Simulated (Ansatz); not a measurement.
## Free carriers and the phonons of TiO2 (Rutile, P4_2/mnm)

Aim: how far do free carriers move the optical modes of TiO2 (Rutile, P4_2/mnm)?

Calculated with Ansatz 0.2.0; DFT LDA, scalar-relativistic, plane waves, PAW; PAW set soft_1.

## 1. The structure

It takes space group P4_2/mnm (No. 136, tetragonal). The conventional cell has a = 4.592 Å, b = 4.592 Å, c = 2.957 Å, α = 90.00°, β = 90.00°, γ = 90.00°. Nearest to O lie 3 Ti at 1.95 to 1.98 Å. Nearest to Ti lie 6 O at 1.95 to 1.98 Å. Farther neighbours and most contacts between anions are not listed.

## 2. Relaxation

Harmonic phonons are second derivatives at a point where the forces vanish, and they are wanted at zero stress, so atoms and cell are relaxed first.

input.yaml

```yaml
crystal:
  lattice:
    - [4.5922, 0.0, 0.0]
    - [0.0, 4.5922, 0.0]
    - [0.0, 0.0, 2.9574]
  atoms:
    - { symbol: O, position: [0.30496, 0.30496, 0.0] }
    - { symbol: O, position: [0.19504, 0.80496, 0.5] }
    - { symbol: O, position: [0.69504, 0.69504, 0.0] }
    - { symbol: O, position: [0.80496, 0.19504, 0.5] }
    - { symbol: Ti, position: [0.0, 0.0, 0.0] }
    - { symbol: Ti, position: [0.5, 0.5, 0.5] }
kpoints:
  mp_grid: { grid: [6, 6, 10] }
hamiltonian:
  xc: lda
  pseudopotentials: { kind: paw, azcp: { folder: soft_1 }, xc_functional: pbe }
scf:
  occupations: { method: gaussian, width: 0.02 }
output:
  forces: true
  stress: true
  eigenvalues: true
relax:
  adjacent_minimum: "off"
  f_tol: 0.005
  max_steps: 80
  cell: { stress_tol: 0.05 }
```

Run with:

```bash
ansatz run input.yaml --threads 8 --pin off --max-ram 16384MiB --backend cpu --events-out ev --progress --plain --runs-dir out
```

Numbers of over 12 decimals in the logs are rounded to 6 here.

Output:

```text
Engine: ansatz 0.2.0, x86_64-unknown-linux-gnu
Pseudopotentials: kind: paw
Pseudopotential: O, paw, valence charge 6, recommended cutoff 420 eV (normal), soft_1/O.paw.azcp
Pseudopotential: Ti, paw, valence charge 12, recommended cutoff 420 eV (normal), soft_1/Ti.paw.azcp
Functional definition: SPW92
  exchange = slater_x
  correlation = pw_c
Crystal: 6 atoms, lattice volume = 62.367 Å³
Basis set: ecut = 420 eV, 1217 PW (Γ)
Bands: 30, of which v1, the nominal top of the filled ones, is band 24 counted from 1 (23 counted from 0)
Symmetry: 16 space group operations
Space group: P42/mnm (ITA 136), of the structure as read, at distance tolerance 4.0e-5 Å
k-points: 60 of 360
Non-local potential: O, projectors of the file, l = 0: 2, l = 1: 2, l = 2: 1
Non-local potential: Ti, projectors of the file, l = 0: 3, l = 1: 2, l = 2: 3, l = 3: 1
PAW form: soft (Blöchl's): semilocal exchange-correlation on the pseudo side does not see the compensation charge
PAW frozen core: O, regenerated for the run's functional, and the local potential with it (the file was generated under x = pbe(κ = 0.804, μ = 0.219515), c = pbe(β = 0.066725))
PAW frozen core: Ti, regenerated for the run's functional, and the local potential with it (the file was generated under x = pbe(κ = 0.804, μ = 0.219515), c = pbe(β = 0.066725))
PAW one-centre angular grid: O, 110 points (default); XC on 64 Gauss nodes
PAW one-centre angular grid: Ti, 590 points (default); XC on 64 Gauss nodes
Initial density: superposition of atomic densities (chi_scale 0.1, normalization cell, long waves kept (reshape's long-wave potential 0.00 eV rms))
Initial wavefunctions: pseudopotential atomic-orbital guess
Functional: x = slater, c = lda
SCF iter   1: F=—  HF=-7130.627015 eV  |F-HF|=—  |Δ(HF+E_count)|=         —  Δρ=5.37e-2  dr2=1.66e0  ethr=3.10e-3  ⟨swp⟩=5.7  Hψ=6274  notcnv=0
preconditioner: auto → Resta (q_TF=auto, 2.612 Å⁻¹)  ε∞=8.8  [insulator: Δε(μ)=1.909 eV  Ē_g=9.503 eV  σ=0.020 eV  W_gap=1.00  n_scr=18 (ndim 8)  ℏωp=26.6 eV  f_vac=0.000  D(μ)=0.00/eV (n_scr^D=0)  ε∞_Penn≈8.8]
SCF iter   2: F=—  HF=-7130.474654 eV  |F-HF|=—  |Δ(HF+E_count)|=   1.52e-1  Δρ=3.09e-2  dr2=5.43e-1  ethr=3.10e-3  ⟨swp⟩=2.0  Hψ=2509  notcnv=0  defer=88
SCF iter   3: F=—  HF=-7130.371380 eV  |F-HF|=—  |Δ(HF+E_count)|=   1.03e-1  Δρ=5.38e-3  dr2=2.50e-2  ethr=1.13e-3  ⟨swp⟩=2.1  Hψ=2772  notcnv=0  defer=94
SCF iter   4: F=—  HF=-7130.366651 eV  |F-HF|=—  |Δ(HF+E_count)|=   4.73e-3  Δρ=1.83e-3  dr2=2.56e-3  ethr=5.20e-5  ⟨swp⟩=2.0  Hψ=2731  notcnv=0  defer=94
SCF iter   5: F=—  HF=-7130.366644 eV  |F-HF|=—  |Δ(HF+E_count)|=   7.09e-6  Δρ=4.04e-4  dr2=8.34e-5  ethr=5.33e-6  ⟨swp⟩=2.0  Hψ=2224  notcnv=0  defer=94
SCF iter   6: F=—  HF=-7130.366651 eV  |F-HF|=—  |Δ(HF+E_count)|=   7.53e-6  Δρ=9.64e-5  dr2=5.91e-6  ethr=1.74e-7  ⟨swp⟩=2.0  Hψ=2715  notcnv=0  defer=94
SCF iter   7: F=—  HF=-7130.366652 eV  |F-HF|=—  |Δ(HF+E_count)|=   5.09e-7  Δρ=2.35e-5  dr2=3.55e-7  ethr=1.23e-8  ⟨swp⟩=2.1  Hψ=2342  notcnv=0  defer=94
SCF iter   8: F=-7130.366652 eV  HF=-7130.366652 eV  |F-HF|=5.04e-10  |Δ(HF+E_count)|=   2.86e-8  Δρ=3.48e-6  dr2=5.59e-9  ethr=2.08e-10  ⟨swp⟩=8.3  Hψ=6726  notcnv=0
SCF 1 converged in 8 iterations: F = -7130.366652 eV  dr2 = 5.59e-9
  greatest PAW one-centre occupation: 0.998 electrons in one spin orbital (limit 2), on the Ti atom at site 5 (counted from 0), in its partial waves of l = 0
relax step   1: F+E_penalty+E_count = -7130.36665172 eV  Δ(F+E_penalty+E_count) = +0.000e0 eV  max|allowed force component| = 1.992e-2 eV/Å  Δτ_max = 0.0000 Å  P = -7.854 GPa  Ω = 62.367 Å³  (8 SCF iters, dr2 threshold 1.00e-7 eV, accepted)
Crystal: 6 atoms, lattice volume = 60.940 Å³
Basis set: ecut = 420 eV, 1177 PW (Γ)
Initial density: handed on by an earlier stage of this run
Initial wavefunctions: those handed on with the density
iter 1 solved again at ethr=1.97e-5 eV; its pass at ethr=3.10e-3 eV (dr2=9.44e-3 eV) is discarded
SCF iter   1: F=—  HF=-7130.421644 eV  |F-HF|=—  |Δ(HF+E_count)|=         —  Δρ=4.60e-3  dr2=9.99e-3  ethr=1.97e-5  ⟨swp⟩=1.0  Hψ=10011  notcnv=0
preconditioner: auto → Resta (q_TF=auto, 2.622 Å⁻¹)  ε∞=9.0  [insulator: Δε(μ)=1.868 eV  Ē_g=9.506 eV  σ=0.020 eV  W_gap=1.00  n_scr=18 (ndim 8)  ℏωp=26.9 eV  f_vac=0.004  D(μ)=0.00/eV (n_scr^D=0)  ε∞_Penn≈9.0]
SCF iter   2: F=—  HF=-7130.419424 eV  |F-HF|=—  |Δ(HF+E_count)|=   2.22e-3  Δρ=1.39e-3  dr2=1.25e-3  ethr=1.97e-5  ⟨swp⟩=2.0  Hψ=2932  notcnv=0
SCF iter   3: F=—  HF=-7130.419126 eV  |F-HF|=—  |Δ(HF+E_count)|=   2.98e-4  Δρ=4.75e-4  dr2=1.81e-4  ethr=2.59e-6  ⟨swp⟩=2.0  Hψ=2672  notcnv=0
SCF iter   4: F=—  HF=-7130.419081 eV  |F-HF|=—  |Δ(HF+E_count)|=   4.47e-5  Δρ=8.57e-5  dr2=4.59e-6  ethr=3.77e-7  ⟨swp⟩=2.7  Hψ=2790  notcnv=0
iter 5 did not close the SCF: its close was put off for the readings that it lacked (scf_convergence_deferred on its scf_iter line)
SCF iter   5: F=-7130.419082 eV  HF=-7130.419082 eV  |F-HF|=1.98e-8  |Δ(HF+E_count)|=   7.35e-7  Δρ=1.59e-5  dr2=1.76e-7  ethr=9.56e-9  ⟨swp⟩=2.3  Hψ=2744  notcnv=0
SCF iter   6: F=-7130.419082 eV  HF=-7130.419082 eV  |F-HF|=1.99e-9  |Δ(HF+E_count)|=   3.23e-8  Δρ=4.13e-6  dr2=7.95e-9  ethr=3.67e-10  ⟨swp⟩=1.0  Hψ=5280  notcnv=0
SCF 2 converged in 6 iterations: F = -7130.419082 eV  dr2 = 7.95e-9
relax step   2: F+E_penalty+E_count = -7130.41908223 eV  Δ(F+E_penalty+E_count) = -5.243e-2 eV  max|allowed force component| = 2.168e-2 eV/Å  Δτ_max = 0.0060 Å  P = -2.148 GPa  Ω = 60.940 Å³  energy of the carried Pulay correction = +5.551e-3 eV  (6 SCF iters, dr2 threshold 6.00e-7 eV, accepted)
Crystal: 6 atoms, lattice volume = 60.390 Å³
Basis set: ecut = 420 eV, 1161 PW (Γ)
iter 1 solved again at ethr=4.71e-6 eV; its pass at ethr=3.10e-3 eV (dr2=2.26e-3 eV) is discarded
SCF iter   1: F=—  HF=-7130.425247 eV  |F-HF|=—  |Δ(HF+E_count)|=         —  Δρ=2.05e-3  dr2=2.04e-3  ethr=4.71e-6  ⟨swp⟩=2.4  Hψ=9635  notcnv=0
preconditioner: auto → Resta (q_TF=auto, 2.626 Å⁻¹)  ε∞=9.0  [insulator: Δε(μ)=1.882 eV  Ē_g=9.556 eV  σ=0.020 eV  W_gap=1.00  n_scr=18 (ndim 8)  ℏωp=27.0 eV  f_vac=0.004  D(μ)=0.00/eV (n_scr^D=0)  ε∞_Penn≈9.0]
SCF iter   2: F=—  HF=-7130.424819 eV  |F-HF|=—  |Δ(HF+E_count)|=   4.29e-4  Δρ=5.90e-4  dr2=2.19e-4  ethr=4.25e-6  ⟨swp⟩=2.1  Hψ=2420  notcnv=0
SCF iter   3: F=—  HF=-7130.424765 eV  |F-HF|=—  |Δ(HF+E_count)|=   5.36e-5  Δρ=1.95e-4  dr2=2.73e-5  ethr=4.57e-7  ⟨swp⟩=2.0  Hψ=2469  notcnv=0
SCF iter   4: F=—  HF=-7130.424759 eV  |F-HF|=—  |Δ(HF+E_count)|=   6.24e-6  Δρ=3.51e-5  dr2=6.65e-7  ethr=5.69e-8  ⟨swp⟩=2.4  Hψ=2683  notcnv=0
iter 5 did not close the SCF: its close was put off for the readings that it lacked (scf_convergence_deferred on its scf_iter line)
SCF iter   5: F=-7130.424759 eV  HF=-7130.424759 eV  |F-HF|=1.40e-8  |Δ(HF+E_count)|=   8.92e-8  Δρ=8.28e-6  dr2=5.24e-8  ethr=1.39e-9  ⟨swp⟩=2.7  Hψ=3157  notcnv=0
SCF iter   6: F=-7130.424759 eV  HF=-7130.424759 eV  |F-HF|=1.08e-10  |Δ(HF+E_count)|=   5.11e-9  Δρ=1.90e-6  dr2=2.59e-9  ethr=1.09e-10  ⟨swp⟩=2.0  Hψ=5160  notcnv=0
SCF 3 converged in 6 iterations: F = -7130.424759 eV  dr2 = 2.59e-9
relax step   3: F+E_penalty+E_count = -7130.42475897 eV  Δ(F+E_penalty+E_count) = -5.677e-3 eV  max|allowed force component| = 1.684e-2 eV/Å  Δτ_max = 0.0005 Å  P = +0.163 GPa  Ω = 60.390 Å³  energy of the carried Pulay correction = +7.722e-3 eV  (6 SCF iters, dr2 threshold 6.00e-7 eV, accepted)
[...]
relax step   4: F+E_penalty+E_count = -7130.42469200 eV  Δ(F+E_penalty+E_count) = +6.698e-5 eV  max|allowed force component| = 5.557e-3 eV/Å  Δτ_max = 0.0006 Å  P = +0.013 GPa  Ω = 60.420 Å³  energy of the carried Pulay correction = +7.605e-3 eV  (6 SCF iters, dr2 threshold 1.02e-7 eV, accepted)
[...]
relax step   5: F+E_penalty+E_count = -7130.42472102 eV  Δ(F+E_penalty+E_count) = -2.902e-5 eV  max|allowed force component| = 3.709e-5 eV/Å  Δτ_max = 0.0004 Å  P = -0.001 GPa  Ω = 60.415 Å³  energy of the carried Pulay correction = +7.624e-3 eV  (6 SCF iters, dr2 threshold 1.77e-8 eV, accepted)
[...]
relax step   6: F+E_penalty+E_count = -7130.41833102 eV  Δ(F+E_penalty+E_count) = +6.390e-3 eV  max|allowed force component| = 2.493e-4 eV/Å  Δτ_max = 0.0000 Å  P = -0.189 GPa  Ω = 60.415 Å³  stress off target by 2.21e-1 GPa  SCF on the basis re-selected at this cell (its energy is not comparable with the rows above)  (6 SCF iters)
[...]
relax step   7: F+E_penalty+E_count = -7130.41853015 eV  Δ(F+E_penalty+E_count) = -1.991e-4 eV  max|allowed force component| = 1.582e-6 eV/Å  Δτ_max = 0.0002 Å  P = -0.002 GPa  Ω = 60.371 Å³  energy of the carried Pulay correction = +1.729e-4 eV  (6 SCF iters, dr2 threshold 1.22e-7 eV, accepted)
iter 1 solved again at ethr=4.16e-8 eV; its pass at ethr=3.10e-3 eV (dr2=2.00e-5 eV) is discarded
SCF iter   1: F=—  HF=-7130.418317 eV  |F-HF|=—  |Δ(HF+E_count)|=         —  Δρ=8.38e-6  dr2=6.77e-9  ethr=4.16e-8  ⟨swp⟩=3.4  Hψ=11492  notcnv=0
preconditioner: auto → Resta (q_TF=auto, 2.626 Å⁻¹)  ε∞=9.0  [insulator: Δε(μ)=1.862 eV  Ē_g=9.547 eV  σ=0.020 eV  W_gap=1.00  n_scr=18 (ndim 8)  ℏωp=27.0 eV  f_vac=0.007  D(μ)=0.00/eV (n_scr^D=0)  ε∞_Penn≈9.0]
SCF iter   2: F=—  HF=-7130.418318 eV  |F-HF|=—  |Δ(HF+E_count)|=   1.80e-6  Δρ=3.88e-6  dr2=1.24e-9  ethr=1.41e-11  ⟨swp⟩=2.5  Hψ=3285  notcnv=0
SCF iter   3: F=—  HF=-7130.418318 eV  |F-HF|=—  |Δ(HF+E_count)|=  3.11e-10  Δρ=1.19e-6  dr2=1.25e-10  ethr=2.57e-12  ⟨swp⟩=1.0  Hψ=1800  notcnv=0
iter 4 did not close the SCF: its close was put off for the readings that it lacked (scf_convergence_deferred on its scf_iter line)
SCF iter   4: F=-7130.418318 eV  HF=-7130.418318 eV  |F-HF|=1.82e-12  |Δ(HF+E_count)|=  3.27e-11  Δρ=3.47e-8  dr2=1.14e-12  ethr=1.00e-12  ⟨swp⟩=1.0  Hψ=1800  notcnv=0
iter 5 did not close the SCF: its close was put off for the readings that it lacked (scf_convergence_deferred on its scf_iter line)
SCF iter   5: F=-7130.418318 eV  HF=-7130.418318 eV  |F-HF|=9.09e-13  |Δ(HF+E_count)|=  1.82e-12  Δρ=1.11e-8  dr2=1.11e-13  ethr=1.00e-12  ⟨swp⟩=1.0  Hψ=1800  notcnv=0
iter 6 did not close the SCF: its close was put off for the readings that it lacked (scf_convergence_deferred on its scf_iter line)
SCF iter   6: F=-7130.418318 eV  HF=-7130.418318 eV  |F-HF|=1.82e-12  |Δ(HF+E_count)|=  1.82e-12  Δρ=3.05e-9  dr2=7.07e-15  ethr=1.00e-12  ⟨swp⟩=1.0  Hψ=1800  notcnv=0
iter 7 did not close the SCF: its close was put off for the readings that it lacked (scf_convergence_deferred on its scf_iter line)
SCF iter   7: F=-7130.418318 eV  HF=-7130.418318 eV  |F-HF|=1.82e-12  |Δ(HF+E_count)|=  1.82e-12  Δρ=5.56e-10  dr2=1.95e-16  ethr=1.00e-12  ⟨swp⟩=1.0  Hψ=1800  notcnv=0
SCF iter   8: F=-7130.418318 eV  HF=-7130.418318 eV  |F-HF|=1.82e-12  |Δ(HF+E_count)|=  1.82e-12  Δρ=1.66e-10  dr2=1.25e-17  ethr=1.00e-12  ⟨swp⟩=1.0  Hψ=3840  notcnv=0
SCF 8 converged in 8 iterations: F = -7130.418318 eV  dr2 = 1.25e-17
relax step   8: F+E_penalty+E_count = -7130.41831846 eV  Δ(F+E_penalty+E_count) = +2.117e-4 eV  max|allowed force component| = 1.621e-5 eV/Å  Δτ_max = 0.0000 Å  P = -0.004 GPa  Ω = 60.371 Å³  stress off target by 4.55e-3 GPa  SCF on the basis re-selected at this cell (its energy is not comparable with the rows above)  (8 SCF iters)
basis re-selected at this cell: Δ(F+E_penalty+E_count) = +2.117e-4 eV, ΔP = -0.003 GPa vs the last step (what re-selecting the basis moved, of the pressure what is left beyond the Pulay correction that the steps carried, after the strain that the cell walked since its last selection, with what the two solves' SCF thresholds leave and, on support functions, any second-order correction that the steps lacked; it is no m [...]
SCF converged after 8 iterations
Free energy (F): -7130.418318 eV
Harris-Foulkes:  -7130.418318 eV  (|F-HF|=1.82e-12)
Internal energy: -7130.418318 eV  (E = F + TS)
E sigma→0 (E₀):  -7130.418318 eV
Fermi energy:    10.114724 eV
--- Per-component energies (eV) ---
  E_band       = -382.271969
  E_kinetic    = 1230.204325
  E_local      = -3144.930769  (includes V_loc(G=0)·N_el)
  E_nonlocal   = 340.281621
  E_hartree    = 1183.333565
  E_xc         = -513.811347
  E_vxc        = -654.709356  (∫ρ·V_xc dr)
  E_paw        = -2590.028338  (= ΣΔE_a)
  E_vpaw       = -519.788011  (= ΣTr[D̂ρ^β])
  E_aug_tail   = 0.003091  (compensation charges beyond the density's cutoff)
  E_ewald      = -3636.510054
  E_core_change = 1.039587  (= ΣΔE_core)
  E_smearing   = -0.000000  (= −TS)
  E_closure    = 0.000000  (closes the sum)
  Σ components = -7130.418318   (vs F -7130.418318, Δ=0.00e0)
--- Forces (eV/Å), atoms counted from 1 ---
  atom   1  O      0.00001621     0.00001621    -0.00000000
  atom   2  O     -0.00001621     0.00001621     0.00000000
  atom   3  O     -0.00001621    -0.00001621     0.00000000
  atom   4  O      0.00001621    -0.00001621    -0.00000000
  atom   5  Ti     0.00000000     0.00000000    -0.00000000
  atom   6  Ti     0.00000000     0.00000000     0.00000000
  max |Σ_I F_I| component: 1.08e-18 eV/Å
--- Stress (GPa, compression-positive) ---
       -0.004548       0.000000       0.000000
        0.000000      -0.004548       0.000000
        0.000000       0.000000      -0.004009
  P = ⅓ Tr σ = -0.0044 GPa (-0.044 kbar)
--- Band table (eV; the first three rows and the last of 60) ---
  k-point 0: bands = [... 20 lower, 8.5053, 8.7254, 8.7254, 9.1838, 11.0456, 11.3268, 11.6316, 11.7470, ... 2 higher]
  k-point 1: bands = [... 20 lower, 8.0508, 8.5102, 8.5102, 9.1333, 11.3300, 11.4450, 11.5571, 11.8858, ... 2 higher]
  k-point 2: bands = [... 20 lower, 7.1786, 7.9689, 7.9689, 8.9031, 11.4446, 11.6726, 11.8531, 12.2213, ... 2 higher]
  k-point 59: bands = [... 20 lower, 7.8082, 7.8082, 8.5105, 8.5105, 11.8373, 11.8373, 12.4617, 12.4617, ... 2 higher]
--- Relaxed structure (6 steps of the walk, 6 accepted, 2 SCFs on fresh bases) ---
  F+E_penalty+E_count = -7130.41831846 eV   max|allowed force component| = 1.621e-5 eV/Å   (the final SCF, on the basis selected at the relaxed cell)
  cell:  # Å, volume = 60.3710 Å³
    - [4.548969, 0, 0.0]
    - [0, 4.548969, 0.0]
    - [0.0, 0.0, 2.917444]
  atoms:
    - { symbol: O, position: [0.303944, 0.303944, 0.0] }
    - { symbol: O, position: [0.196056, 0.803944, 0.500000] }
    - { symbol: O, position: [0.696056, 0.696056, 0.0] }
    - { symbol: O, position: [0.803944, 0.196056, 0.500000] }
    - { symbol: Ti, position: [0, 0, 0.0] }
    - { symbol: Ti, position: [0.5, 0.5, 0.500000] }
```

The job ended after 9.3 s (8 threads of Intel Xeon at 2.70GHz, shared host; peak memory 0.52 GiB; 55 s of CPU time).

Step by step:

```
step  energy less that of the first step (eV)  largest force component (eV/Å)  pressure (GPa)  volume (Å³)
   1                                   0.0000                          0.0199           -7.85        62.37
   2                                  -0.0524                          0.0217           -2.15        60.94
   3                                  -0.0581                          0.0168            0.16        60.39
   4                                  -0.0580                          0.0056            0.01        60.42
   5                                  -0.0581                          0.0000            0.00        60.42
  6*                                  -0.0517                          0.0002           -0.19        60.42
   7                                  -0.0519                          0.0000            0.00        60.37
  8*                                  -0.0517                          0.0000            0.00        60.37
```

Relaxation steps marked * repeat the geometry before them on a plane-wave basis chosen anew for their cell, so energy and pressure can jump there.

Forces are held to the 16 operations that the run works with; a distortion that breaks them can't arise in this run.

```csv
"conventional cell, symmetrised",before,after,change
a (Å),4.592,4.549,-0.9 %
b (Å),4.592,4.549,-0.9 %
c (Å),2.957,2.917,-1.4 %
volume (Å³/atom),10.39,10.06,-3.2 %
```

This step gave:

```
pressure          : -0.004368 GPa
gap on the k-mesh : 1.862 eV
volume per atom   : 10.06 Å³
```

In this step the volume went from 10.39 to 10.06 Å³/atom.

## 3. Tight relaxation

Phonons need small forces and stress, so the relaxation is finished with tight tolerances on 8×8×12 k points.

input.yaml

```yaml
crystal:
  lattice:
    - [4.5489690265, 0.0, 0.0]
    - [0.0, 4.5489690265, 0.0]
    - [0.0, 0.0, 2.9174440279]
  atoms:
    - { symbol: O, position: [0.3039442397, 0.3039442397, 0.0] }
    - { symbol: O, position: [0.1960557603, 0.8039442397, 0.5] }
    - { symbol: O, position: [0.6960557603, 0.6960557603, 0.0] }
    - { symbol: O, position: [0.8039442397, 0.1960557603, 0.5] }
    - { symbol: Ti, position: [0.0, 0.0, 0.0] }
    - { symbol: Ti, position: [0.5, 0.5, 0.5] }
kpoints:
  mp_grid: { grid: [8, 8, 12] }
hamiltonian:
  xc: lda
  pseudopotentials: { kind: paw, azcp: { folder: soft_1 }, xc_functional: pbe }
scf:
  occupations: { method: fixed }
output:
  forces: true
  stress: true
  eigenvalues: true
relax:
  adjacent_minimum: "off"
  f_tol: 0.001
  max_steps: 60
  cell: { stress_tol: 0.01 }
```

Output:

```text
[...]
Crystal: 6 atoms, lattice volume = 60.371 Å³
Basis set: ecut = 420 eV, 1161 PW (Γ)
Bands: 30, of which v1, the nominal top of the filled ones, is band 24 counted from 1 (23 counted from 0)
Symmetry: 16 space group operations
[...]
k-points: 105 of 768
[...]
cell:  # Å, volume = 60.3710 Å³
    - [4.5489690265, 0.0, 0.0]
    - [0.0, 4.5489690265, 0.0]
    - [0.0, 0.0, 2.9174440279]
  atoms:
    - { symbol: O, position: [0.3039442397, 0.3039442397, 0.0] }
    - { symbol: O, position: [0.1960557603, 0.8039442397, 0.500000] }
    - { symbol: O, position: [0.6960557603, 0.6960557603, 0.0] }
    - { symbol: O, position: [0.8039442397, 0.1960557603, 0.500000] }
    - { symbol: Ti, position: [0.0, 0.0, 0.0] }
    - { symbol: Ti, position: [0.5, 0.5, 0.500000] }
[key lines of the parts left out:]
SCF converged after 6 iterations
Free energy (F): -7130.418387 eV
Fermi energy:    9.183803 eV
P = ⅓ Tr σ = -0.0049 GPa (-0.049 kbar)
```

Elapsed: 3.7 s, on 8 threads; peak memory 0.55 GiB.

Little changed from the start: no atom moved by 0.005 Å and no cell edge by 0.1 %.

This step gave:

| Property | Result |
| --- | --- |
| pressure | -0.004923 GPa |

The largest force component left is 0.0097 meV/Å and the pressure is -0.005 GPa, within the tolerances set. The cell now holds 10.06 Å³/atom.

## 4. Relaxation of a member: no carriers

The cell of the neutral crystal is kept with no carriers. The bands are sampled on 18×18×25 points with Fermi-Dirac filling of 0.03 eV.

Edit input.yaml of step 3 so:

```diff
@@ -13,3 +13,3 @@
 kpoints:
-  mp_grid: { grid: [8, 8, 12] }
+  mp_grid: { grid: [18, 18, 25] }
 hamiltonian:
@@ -18,3 +18,3 @@
 scf:
-  occupations: { method: fixed }
+  occupations: { method: fermi_dirac, width: 0.03 }
 output:
@@ -27,2 +27 @@
   max_steps: 60
-  cell: { stress_tol: 0.01 }
```

Output:

```text
[...]
F+E_penalty+E_count = -7130.41844846 eV   max|allowed force component| = 2.051e-5 eV/Å
  atoms:
    - { symbol: O, position: [0.3039442397, 0.3039442397, 0.0] }
    - { symbol: O, position: [0.1960557603, 0.8039442397, 0.500000] }
    - { symbol: O, position: [0.6960557603, 0.6960557603, 0.0] }
    - { symbol: O, position: [0.8039442397, 0.1960557603, 0.500000] }
    - { symbol: Ti, position: [0.0, 0.0, 0.0] }
    - { symbol: Ti, position: [0.5, 0.5, 0.500000] }
[key lines of the parts left out:]
SCF converged after 7 iterations
Free energy (F): -7130.418448 eV
Fermi energy:    10.111246 eV
P = ⅓ Tr σ = -0.0048 GPa (-0.048 kbar)
```

Wall time 17 s (8 threads); peak memory 1.2 GiB; 2 min of CPU time.

No atom moved by 0.005 Å in the relaxation.

The largest force component left is 0.021 meV/Å.

(Continued in part 2 of 2.)

[Logs are printed without paths, hosts, clocks, repeated set-up lines and the standing remarks that a program may print on its own settings, such as how far it seeks lower states.]

[Hosts, paths, dates, database ids (printed as entryN), source tags and the programs' standing remarks are cut or masked in the printed files.]
